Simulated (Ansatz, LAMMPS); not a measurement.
# Li+ PF6- in ethyl methyl carbonate at 330 K (188 atoms): a short ab initio trajectory

How do the atoms of Li+ PF6- in ethyl methyl carbonate at 330 K (188 atoms) move, and what local order do they keep?

Calculated with Ansatz 0.2.0; Kohn-Sham DFT, PBEsol, PAW (set soft_2), plane waves.

### 1. Set-up

The cell holds 188 atoms: 48 C, 36 O, 96 H, 1 P, 6 F and 1 Li. Its edges and angles: a = 12.947 Å, b = 12.947 Å, c = 12.947 Å, α = 90.0°, β = 90.0°, γ = 90.0°. 12 ethyl methyl carbonate, 1 Li+, 1 PF6- placed at random, at 1.07 g/cm³; overlaps pushed apart, then 10 ps at 550 K with stiff harmonic cages for PF6 and BF4 with UFF radii; Joung-Cheatham ions (J. Phys. Chem. B 112, 9020 (2008)); MMFF94 bonds, angles, torsions, charges and radii (Halgren, J. Comput. Chem. 17, 490 (1996)) in harmonic and 12-6 forms; charges of ions scaled by 0.8. Snapshot after 30 ps at 330 K and fixed volume.

Limits known from the start: The network of contacts between molecules at the start is that of the classical potential that made the cell. The functional has no dispersion term, which matters for the binding between molecules or layers. The density was typed from a rule of thumb and may lie off the real one at this temperature. Only the Γ point is sampled, in a cell whose shortest periodic width is 13 Å.

### 2. Single point at the start

A single point comes first, to see the forces before anything moves.

input.yaml

```yaml
crystal:
  lattice:
    - [12.94736, 0.0, 0.0]
    - [0.0, 12.94736, 0.0]
    - [0.0, 0.0, 12.94736]
  atoms:
    - { symbol: C, position: [0.27498, 0.55725, 0.37908] }
    - { symbol: C, position: [0.30605, 0.47439, 0.45747] }
    - { symbol: O, position: [0.23012, 0.47479, 0.53838] }
    - { symbol: C, position: [0.25361, 0.39852, 0.60454] }
    [... 178 atom lines left out ...]
    - { symbol: F, position: [0.54371, 0.34597, 0.44089] }
    - { symbol: F, position: [0.59333, 0.47653, 0.53514] }
    - { symbol: F, position: [0.68072, 0.32416, 0.53833] }
    - { symbol: F, position: [0.75556, 0.47522, 0.48569] }
    - { symbol: F, position: [0.70116, 0.34054, 0.36275] }
    - { symbol: Li, position: [0.45956, 0.26406, 0.55224] }
kpoints:
  mp_grid: { grid: [1, 1, 1] }
hamiltonian:
  xc: pbesol
scf:
  occupations: { method: gaussian, width: 0.05 }
output:
  forces: true
```

Command:

```sh
$ ansatz run input.yaml --threads 4 --pin off --max-ram 8192MiB --backend cpu --events-out ev --progress --plain --runs-dir out
```

Wall time 23 s (4 threads of Arm Neoverse V2, shared host); peak memory 3 GiB.

Numbers from this run:

```yaml
free_energy: -39274.6727 eV
free_energy_per_atom: -208.9078 eV/atom
scf_cycles: 11
r_m_s_force_component: 0.8945 eV/Å
longest_force: 4.56 eV/Å
fermi_energy: 0.5896 eV
```

The r.m.s. force component of 0.89 eV/Å sets the starting point.

Neighbours are counted within 1.34 Å (H-C), 1.85 Å (C-C), 1.73 Å (C-O), 2.43 Å (O-Li), 2.46 Å (F-Li), 2.00 Å (F-P).

Length of the force by element and coordination:

| element | coordination | atoms | mean length of the force (eV/Å) | spread | least | most |
| --- | --- | --- | --- | --- | --- | --- |
| C | all | 48 | 1.87 | 0.942 | 0.487 | 4.56 |
| C | 3 | 12 | 1.75 | 0.912 | 0.690 | 3.80 |
| C | 4 | 36 | 1.91 | 0.948 | 0.487 | 4.56 |
| F | all | 6 | 1.38 | 0.398 | 0.973 | 2.17 |
| F | 1 | 5 | 1.36 | 0.435 | 0.973 | 2.17 |
| F | 2 | 1 | 1.44 | 0 | 1.44 | 1.44 |
| H | all | 96 | 0.820 | 0.438 | 0.148 | 2.58 |
| Li | all | 1 | 0.511 | 0 | 0.511 | 0.511 |
| O | all | 36 | 1.69 | 1.09 | 0.183 | 4.40 |
| O | 1 | 9 | 1.42 | 0.906 | 0.664 | 3.36 |
| O | 2 | 27 | 1.78 | 1.13 | 0.183 | 4.40 |
| P | all | 1 | 0.730 | 0 | 0.730 | 0.730 |

### 3. Dynamics at 330 K

A Nosé–Hoover thermostat steers the temperature while disturbing the dynamics little. The time step is 0.5 fs, short enough for the stretching of bonds to hydrogen.

Edit input.yaml of step 2 so:

```diff
@@ -15 +15,8 @@
   forces: true
+md:
+  timestep: 0.5
+  n_steps: 140
+  ensemble: nvt_nose_hoover
+  temperature: 330
+  initial_velocities: maxwell_boltzmann
+  seed: 4317
```

Elapsed: 30 min, on 4 threads; peak memory 3.3 GiB; 1.9 h of CPU time.

The program notes that it switched symmetry off.

Rows from the run:

| time (fs) | T (K) | potential (meV/atom) | conserved (meV/atom) |
| --- | --- | --- | --- |
| 0.0 | 330 | 0.0 | 0.00 |
| 4.5 | 344 | -1.8 | 0.02 |
| 9.5 | 344 | -1.8 | 0.02 |
| 14.0 | 320 | 1.3 | 0.04 |
| 18.5 | 347 | -2.2 | 0.01 |
| 23.5 | 337 | -0.9 | 0.02 |
| 28.0 | 342 | -1.6 | 0.01 |
| 32.5 | 362 | -4.3 | 0.00 |
| 37.5 | 354 | -3.3 | 0.01 |
| 42.0 | 336 | -1.0 | 0.03 |
| 46.5 | 323 | 0.6 | 0.04 |
| 51.5 | 336 | -1.1 | 0.03 |
| 56.0 | 362 | -4.7 | -0.01 |
| 60.5 | 322 | 0.4 | 0.00 |
| 65.5 | 342 | -2.3 | 0.00 |
| 70.0 | 325 | -0.2 | 0.03 |

Mean square displacement from the first frame to the last: C 0.13 Å², O 0.11 Å², H 0.45 Å², P 0.024 Å², F 0.075 Å², Li 0.037 Å².

Table of mean square displacement by time lag:

```
time lag (fs)   C (Å²)   F (Å²)   H (Å²)  Li (Å²)   O (Å²)   P (Å²)
          0.5   2.0e-5   1.6e-5   1.9e-4   5.8e-5   1.5e-5   6.7e-6
          1.5   1.8e-4   1.4e-4  0.00164   5.2e-4   1.3e-4   6.0e-5
          3.0   7.0e-4   5.7e-4  0.00617  0.00205   5.3e-4   2.4e-4
          4.5  0.00152  0.00128   0.0126  0.00454  0.00117   5.4e-4
          6.0  0.00259  0.00227   0.0199  0.00792  0.00203   9.5e-4
          7.5  0.00386  0.00350   0.0274   0.0121  0.00307  0.00147
          9.0  0.00528  0.00497   0.0348   0.0170  0.00427  0.00211
         10.5  0.00680  0.00665   0.0423   0.0227  0.00560  0.00285
         12.0  0.00840  0.00852   0.0499   0.0289  0.00702  0.00368
         13.0  0.00948  0.00985   0.0550   0.0333  0.00802  0.00430
         14.5   0.0111   0.0120   0.0620   0.0403  0.00957  0.00528
         16.0   0.0128   0.0142   0.0680   0.0476   0.0112  0.00634
         17.5   0.0144   0.0164   0.0725   0.0552   0.0128  0.00746
         19.0   0.0161   0.0187   0.0762   0.0629   0.0145  0.00862
         20.5   0.0178   0.0210   0.0797   0.0707   0.0163  0.00982
         22.0   0.0196   0.0233   0.0843   0.0785   0.0181   0.0110
         23.5   0.0215   0.0256   0.0906   0.0861   0.0200   0.0122
         24.5   0.0228   0.0271   0.0958   0.0910   0.0214   0.0131
         26.0   0.0249   0.0293    0.105   0.0980   0.0234   0.0142
         27.5   0.0272   0.0315    0.115    0.104   0.0255   0.0154
         29.0   0.0295   0.0336    0.125    0.110   0.0278   0.0164
         30.5   0.0320   0.0356    0.136    0.115   0.0301   0.0174
         32.0   0.0347   0.0376    0.148    0.120   0.0326   0.0183
         33.5   0.0375   0.0395    0.161    0.123   0.0351   0.0191
         35.0   0.0405   0.0414    0.174    0.126   0.0378   0.0198
```

Over the second half of 70 fs the temperature averages 338 K with swings of 15 K r.m.s. The conserved energy stays within 0.04 meV/atom. From first frame to last H has the largest mean square displacement, 0.45 Å² at the end; the farthest move is 1.93 Å. The run spans 0.07 ps, too short for its means to be equilibrium values.

### 4. Structure statistics late in the run

The g(r) is a mean over the second half; what follows it is taken at the last frame.

Bonds before and after, by the cutoffs listed below:

```
pair  bonds before  bonds after  mean before (Å)  mean after (Å)  spread before (Å)  spread after (Å)
 H-C            96           96            1.097           1.103              0.024             0.028
 C-C            12           12            1.521           1.515              0.035             0.030
 C-O            60           60            1.356           1.364              0.078             0.100
O-Li             3            3            1.942           1.929              0.063             0.104
F-Li             1            1            2.095           2.262              0.000             0.000
 F-P             6            6            1.608           1.664              0.025             0.028
```

Density 1.07 g/cm³, 11.54 Å³ an atom.

Mean of 16 frames. Pair distribution functions g(r), in bins of 0.2 Å:

| r (Å) | total | H-H | H-C | H-O | H-F | H-Li | H-P |
| --- | --- | --- | --- | --- | --- | --- | --- |
| 1.00 | 1.86 | 0.00 | 7.15 | 0.00 | 0.00 | 0.00 | 0.00 |
| 1.20 | 2.46 | 0.00 | 7.65 | 0.00 | 0.00 | 0.00 | 0.00 |
| 1.40 | 1.21 | 0.00 | 0.00 | 0.00 | 0.00 | 0.00 | 0.00 |
| 1.60 | 0.37 | 0.29 | 0.00 | 0.00 | 0.00 | 0.00 | 0.00 |
| 1.80 | 1.19 | 4.45 | 0.00 | 0.05 | 0.00 | 0.00 | 0.00 |
| 2.00 | 0.70 | 0.31 | 0.39 | 2.43 | 0.04 | 0.00 | 0.00 |
| 2.20 | 1.30 | 0.41 | 1.99 | 1.48 | 0.66 | 0.00 | 0.00 |
| 2.40 | 0.90 | 1.02 | 0.40 | 0.68 | 0.70 | 0.00 | 0.00 |
| 2.60 | 0.79 | 1.02 | 0.59 | 1.17 | 0.85 | 0.48 | 0.00 |
| 2.80 | 0.60 | 0.52 | 0.52 | 1.12 | 0.82 | 0.58 | 0.00 |
| 3.00 | 0.63 | 0.88 | 0.56 | 0.74 | 0.99 | 0.68 | 0.12 |
| 3.20 | 0.76 | 0.80 | 0.93 | 0.67 | 0.80 | 0.27 | 1.24 |
| 3.40 | 0.80 | 0.73 | 0.74 | 1.00 | 0.66 | 0.58 | 1.94 |
| 3.60 | 0.84 | 0.88 | 0.80 | 0.88 | 0.66 | 1.48 | 1.33 |
| 3.80 | 0.97 | 0.96 | 0.98 | 1.38 | 0.82 | 1.67 | 1.27 |
| 4.00 | 1.00 | 0.93 | 1.03 | 1.17 | 0.98 | 1.48 | 0.35 |
| 4.20 | 1.08 | 1.00 | 1.00 | 1.15 | 1.18 | 1.02 | 0.75 |
| 4.40 | 1.13 | 1.07 | 1.20 | 1.15 | 1.22 | 1.03 | 1.44 |
| 4.60 | 1.15 | 1.08 | 1.33 | 1.10 | 1.12 | 0.53 | 1.17 |
| 4.80 | 1.15 | 1.08 | 1.21 | 1.05 | 1.13 | 1.02 | 1.44 |
| 5.00 | 1.10 | 1.06 | 1.15 | 0.97 | 1.20 | 0.92 | 1.30 |
| 5.20 | 1.08 | 1.06 | 1.12 | 0.95 | 0.75 | 0.77 | 1.25 |
| 5.40 | 1.13 | 1.07 | 1.11 | 1.14 | 1.15 | 1.01 | 1.36 |
| 5.60 | 1.06 | 1.07 | 1.00 | 1.10 | 1.16 | 0.97 | 1.02 |
| 5.80 | 1.01 | 1.00 | 1.04 | 0.99 | 0.88 | 1.50 | 1.08 |
| 6.00 | 1.00 | 1.00 | 1.01 | 0.99 | 1.03 | 1.43 | 0.69 |
| 6.20 | 0.98 | 1.02 | 0.91 | 0.97 | 1.21 | 1.66 | 0.75 |
| 6.40 | 0.93 | 0.97 | 0.94 | 0.91 | 1.07 | 1.02 | 0.79 |

Bonds by pair of elements; cutoffs follow the first minimum of g(r), held within bounds set by covalent radii, and pairs that aren't listed don't count as bonded:

| pair A-B | cutoff (Å) | bonds | mean length (Å) | spread (Å) | shortest (Å) | B about A | A about B |
| --- | --- | --- | --- | --- | --- | --- | --- |
| H-C | 1.34 | 96 | 1.10 | 0.028 | 1.05 | 1 | 2 |
| C-C | 1.85 | 12 | 1.51 | 0.03 | 1.48 | 0.5 | 0.5 |
| C-O | 1.73 | 60 | 1.36 | 0.1 | 1.18 | 1.25 | 1.67 |
| O-Li | 2.58 | 3 | 1.93 | 0.104 | 1.79 | 0.083 | 3 |
| F-Li | 2.46 | 1 | 2.26 | 0 | 2.26 | 0.167 | 1 |
| F-P | 2 | 6 | 1.66 | 0.028 | 1.63 | 1 | 6 |

How many atoms have how many bonded neighbours:

```csv
element,mean,1,2,3,4,6
C,3.75,0,0,12,36,0
F,1.17,5,1,0,0,0
H,1,96,0,0,0,0
Li,4,0,0,0,1,0
O,1.75,9,27,0,0,0
P,6,0,0,0,0,1
```

Bond angles, per cent of each kind in bins of 5°:

| angle (°) | H-C-H | H-C-O | C-C-H | O-C-O | C-O-C |
| --- | --- | --- | --- | --- | --- |
| 90–95 | 0.0 | 1.7 | 0.0 | 0.0 | 0.0 |
| 95–100 | 1.2 | 1.7 | 0.0 | 0.0 | 0.0 |
| 100–105 | 10.7 | 15.0 | 15.0 | 13.9 | 0.0 |
| 105–110 | 38.1 | 48.3 | 31.7 | 16.7 | 4.2 |
| 110–115 | 39.3 | 31.7 | 38.3 | 0.0 | 37.5 |
| 115–120 | 10.7 | 1.7 | 13.3 | 5.6 | 41.7 |
| 120–125 | 0.0 | 0.0 | 1.7 | 22.2 | 12.5 |
| 125–130 | 0.0 | 0.0 | 0.0 | 25.0 | 4.2 |
| 130–135 | 0.0 | 0.0 | 0.0 | 13.9 | 0.0 |
| 135–140 | 0.0 | 0.0 | 0.0 | 2.8 | 0.0 |

Bond angles (no mean is given where the spread exceeds 20°):

```
angle  count  mean (°)  spread (°)
H-C-H     84       109         4.1
H-C-O     60       108         4.2
C-C-H     60       110         4.4
O-C-O     36       120        10.8
C-O-C     24       117         3.8
```

Bond length by coordination (bonds to H left out):

```
element  coordination  atoms  mean bond length (Å)
      C             3     12                  1.30
      C             4     36                  1.49
      F             1      5                  1.67
      F             2      1                  1.95
      O             1      9                   1.2
      O             2     27                  1.42
```

For some of the pairs, g(r) has its first main peak near 1.8 Å (H-H), 1.1 Å (H-C) and 2.1 Å (H-O). With the cutoffs above, 75 % of C atoms have 4, 83 % of F atoms have 1, all H atoms have 1 and all Li atoms have 4 bonded neighbours. The H-C-H angle averages 109° with a spread of 4°.

### 5. Single point at the last frame

The last frame is solved once more, with the analyses that the dynamics left out.

input.yaml

```yaml
crystal:
  lattice:
    - [12.94736, 0.0, 0.0]
    - [0.0, 12.94736, 0.0]
    - [0.0, 0.0, 12.94736]
  atoms:
    - { symbol: C, position: [0.30493, 0.58011, 0.3886] }
    - { symbol: C, position: [0.32056, 0.48497, 0.45315] }
    - { symbol: O, position: [0.24961, 0.48657, 0.54269] }
    - { symbol: C, position: [0.24984, 0.40101, 0.60186] }
    [... 178 atom lines left out ...]
    - { symbol: F, position: [0.54436, 0.35238, 0.44305] }
    - { symbol: F, position: [0.60457, 0.46679, 0.56341] }
    - { symbol: F, position: [0.67509, 0.31606, 0.55947] }
    - { symbol: F, position: [0.76937, 0.46315, 0.48243] }
    - { symbol: F, position: [0.70202, 0.32953, 0.37272] }
    - { symbol: Li, position: [0.44632, 0.26555, 0.55871] }
kpoints:
  mp_grid: { grid: [1, 1, 1] }
hamiltonian:
  xc: pbesol
scf:
  occupations: { method: gaussian, width: 0.05 }
output:
  forces: true
  stress: true
  populations: true
  dos:
    method: { smearing: { sigma: 0.15 } }
    de: 0.1
    projected: { site_lists: { C: [C], F: [F], H: [H], Li: [Li], O: [O] } }
  eigenvalues: true
  write_density: true
  write_potential: true
  volumetric_format: npy
  elf: true
```

Wall time 42 s (4 threads); peak memory 3.1 GiB.

The program notes that the exchange-correlation potential is rough where the density is thin.

Read from the output:

```
free energy                                      : -39274.7060 eV
free energy per atom                             : -208.9080 eV/atom
SCF cycles                                       : 11
pressure                                         : -0.5688 GPa
r.m.s. force component                           : 0.8648 eV/Å
longest force                                    : 3.72 eV/Å
Fermi energy                                     : 0.6608 eV
gap (highest filled to lowest empty level) : 4.923 eV
spilling of the projection                       : 0.01289
```

Neighbours are counted within 1.34 Å (H-C), 1.85 Å (C-C), 1.73 Å (C-O), 2.58 Å (O-Li), 2.46 Å (F-Li), 2.00 Å (F-P), the cutoffs taken from the dynamics.

Length of the force by element and coordination:

| element | coordination | atoms | mean length of the force (eV/Å) | spread | least | most |
| --- | --- | --- | --- | --- | --- | --- |
| C | all | 48 | 1.87 | 0.797 | 0.383 | 3.72 |
| C | 3 | 12 | 2.39 | 0.888 | 0.676 | 3.72 |
| C | 4 | 36 | 1.69 | 0.679 | 0.383 | 3.56 |
| F | all | 6 | 1.56 | 0.454 | 0.695 | 2.04 |
| F | 1 | 5 | 1.73 | 0.261 | 1.29 | 2.04 |
| F | 2 | 1 | 0.695 | 0 | 0.695 | 0.695 |
| H | all | 96 | 0.879 | 0.446 | 0.103 | 2.09 |
| Li | all | 1 | 0.531 | 0 | 0.531 | 0.531 |
| O | all | 36 | 1.62 | 0.703 | 0.436 | 3.18 |
| O | 1 | 9 | 1.70 | 0.928 | 0.456 | 3.18 |
| O | 2 | 27 | 1.60 | 0.608 | 0.436 | 2.89 |
| P | all | 1 | 1.44 | 0 | 1.44 | 1.44 |

Löwdin charges by element and coordination (they lack the spilled electrons, 0.038 e an atom on average):

| element | coordination | atoms | mean charge (e) | spread | least | most |
| --- | --- | --- | --- | --- | --- | --- |
| C | all | 48 | -0.0182 | 0.440 | -0.496 | 0.723 |
| C | 3 | 12 | 0.701 | 0.0092 | 0.691 | 0.723 |
| C | 4 | 36 | -0.258 | 0.167 | -0.496 | -0.0452 |
| F | all | 6 | -0.461 | 0.0162 | -0.483 | -0.431 |
| F | 1 | 5 | -0.460 | 0.0177 | -0.483 | -0.431 |
| F | 2 | 1 | -0.463 | 0 | -0.463 | -0.463 |
| H | all | 96 | 0.202 | 0.016 | 0.155 | 0.238 |
| Li | all | 1 | 0.776 | 0 | 0.776 | 0.776 |
| O | all | 36 | -0.326 | 0.0819 | -0.521 | -0.227 |
| O | 1 | 9 | -0.419 | 0.0237 | -0.468 | -0.383 |
| O | 2 | 27 | -0.294 | 0.07 | -0.521 | -0.227 |
| P | all | 1 | 2.35 | 0 | 2.35 | 2.35 |

Density of states as counts of states in windows of 1 eV (from the Fermi level), total and the larger projections:

| from (eV) | to (eV) | total | C p | O p | H s | F p |
| --- | --- | --- | --- | --- | --- | --- |
| -10 | -9 | 38.9 | 12.0 | 12.9 | 4.3 | 3.2 |
| -9 | -8 | 36.3 | 11.9 | 16.2 | 2.7 | 1.4 |
| -8 | -7 | 43.7 | 16.5 | 13.5 | 6.6 | 3.4 |
| -7 | -6 | 61.4 | 26.0 | 16.5 | 9.9 | 6.3 |
| -6 | -5 | 53.9 | 22.8 | 10.4 | 10.5 | 8.3 |
| -5 | -4 | 66.7 | 22.1 | 20.2 | 14.6 | 6.9 |
| -4 | -3 | 51.3 | 6.0 | 36.4 | 5.5 | 2.6 |
| -3 | -2 | 26.2 | 2.3 | 21.5 | 2.0 | 0.0 |
| -2 | 2 | 0.0 | 0.0 | 0.0 | 0.0 | 0.0 |
| 2 | 3 | 4.5 | 1.2 | 0.9 | 0.9 | 0.0 |
| 3 | 4 | 37.8 | 13.0 | 8.0 | 5.5 | 0.4 |
| 4 | 5 | 37.0 | 8.8 | 2.5 | 8.2 | 0.2 |

Between -26 and -10 eV lie 172 more states.

Not all projections were asked for or kept, so they needn't add up to the total.

The levels nearest the highest filled one (over half full), pooled over k-points and spins:

| level less the highest filled one (eV) | occupation |
| --- | --- |
| -0.256 | 2 |
| -0.216 | 2 |
| -0.199 | 2 |
| -0.166 | 2 |
| -0.131 | 2 |
| 0 | 2 |
| 4.92 | 0 |
| 5.30 | 0 |
| 5.62 | 0 |
| 5.64 | 0 |
| 5.82 | 0 |
| 5.87 | 0 |

Mean Löwdin charges: C -0.02, F -0.46, H +0.20, Li +0.78, O -0.33, P +2.35 e (they miss 1.3 % of the electrons, so they add up to more than the cell's charge).

### 6. Outcome

```yaml
mean_temperature_second_half: 337.9 K
temperature_swing_second_half: 14.56 K
slope_of_the_conserved_energy_against_time_by_least_squares: 0.0142 meV/atom/ps
free_energy_per_atom: -208.9080 eV/atom
pressure: -0.5688 GPa
r_m_s_force_component: 0.8648 eV/Å
spacing_of_highest_filled_and_lowest_empty_level: 4.923 eV
wall_time_of_the_3_dft_runs: 31 min
```

What this shows: Over the second half of 70 fs the temperature averages 338 K with swings of 15 K r.m.s. The conserved energy stays within 0.04 meV/atom. The run spans 0.07 ps, too short for its means to be equilibrium values. With the cutoffs above, 75 % of C atoms have 4, 83 % of F atoms have 1, all H atoms have 1 and all Li atoms have 4 bonded neighbours. The highest filled and lowest empty levels differ by 4.92 eV (at Γ alone); a semilocal functional tends to put such gaps too low. In a disordered cell it changes from sample to sample and from frame to frame.

**Limits.** The network of contacts between molecules at the start is that of the classical potential that made the cell; DFT moved the atoms only locally, and no bond changed. The pressure of a single frame lacks the kinetic term, about 0.40 GPa here.

[Logs are printed without paths, hosts, clocks, repeated set-up lines and the standing remarks that a program may print on its own settings, such as how far it seeks lower states.]

[Hosts, paths, dates, database ids (printed as entryN), source tags and the programs' standing remarks are cut or masked in the printed files.]

[The MMFF94 radii named for the starting cell were scaled by 0.96; in molecules described by MMFF94, hydrogen bound to N, O or S took a small fixed 12-6 site in their place.]
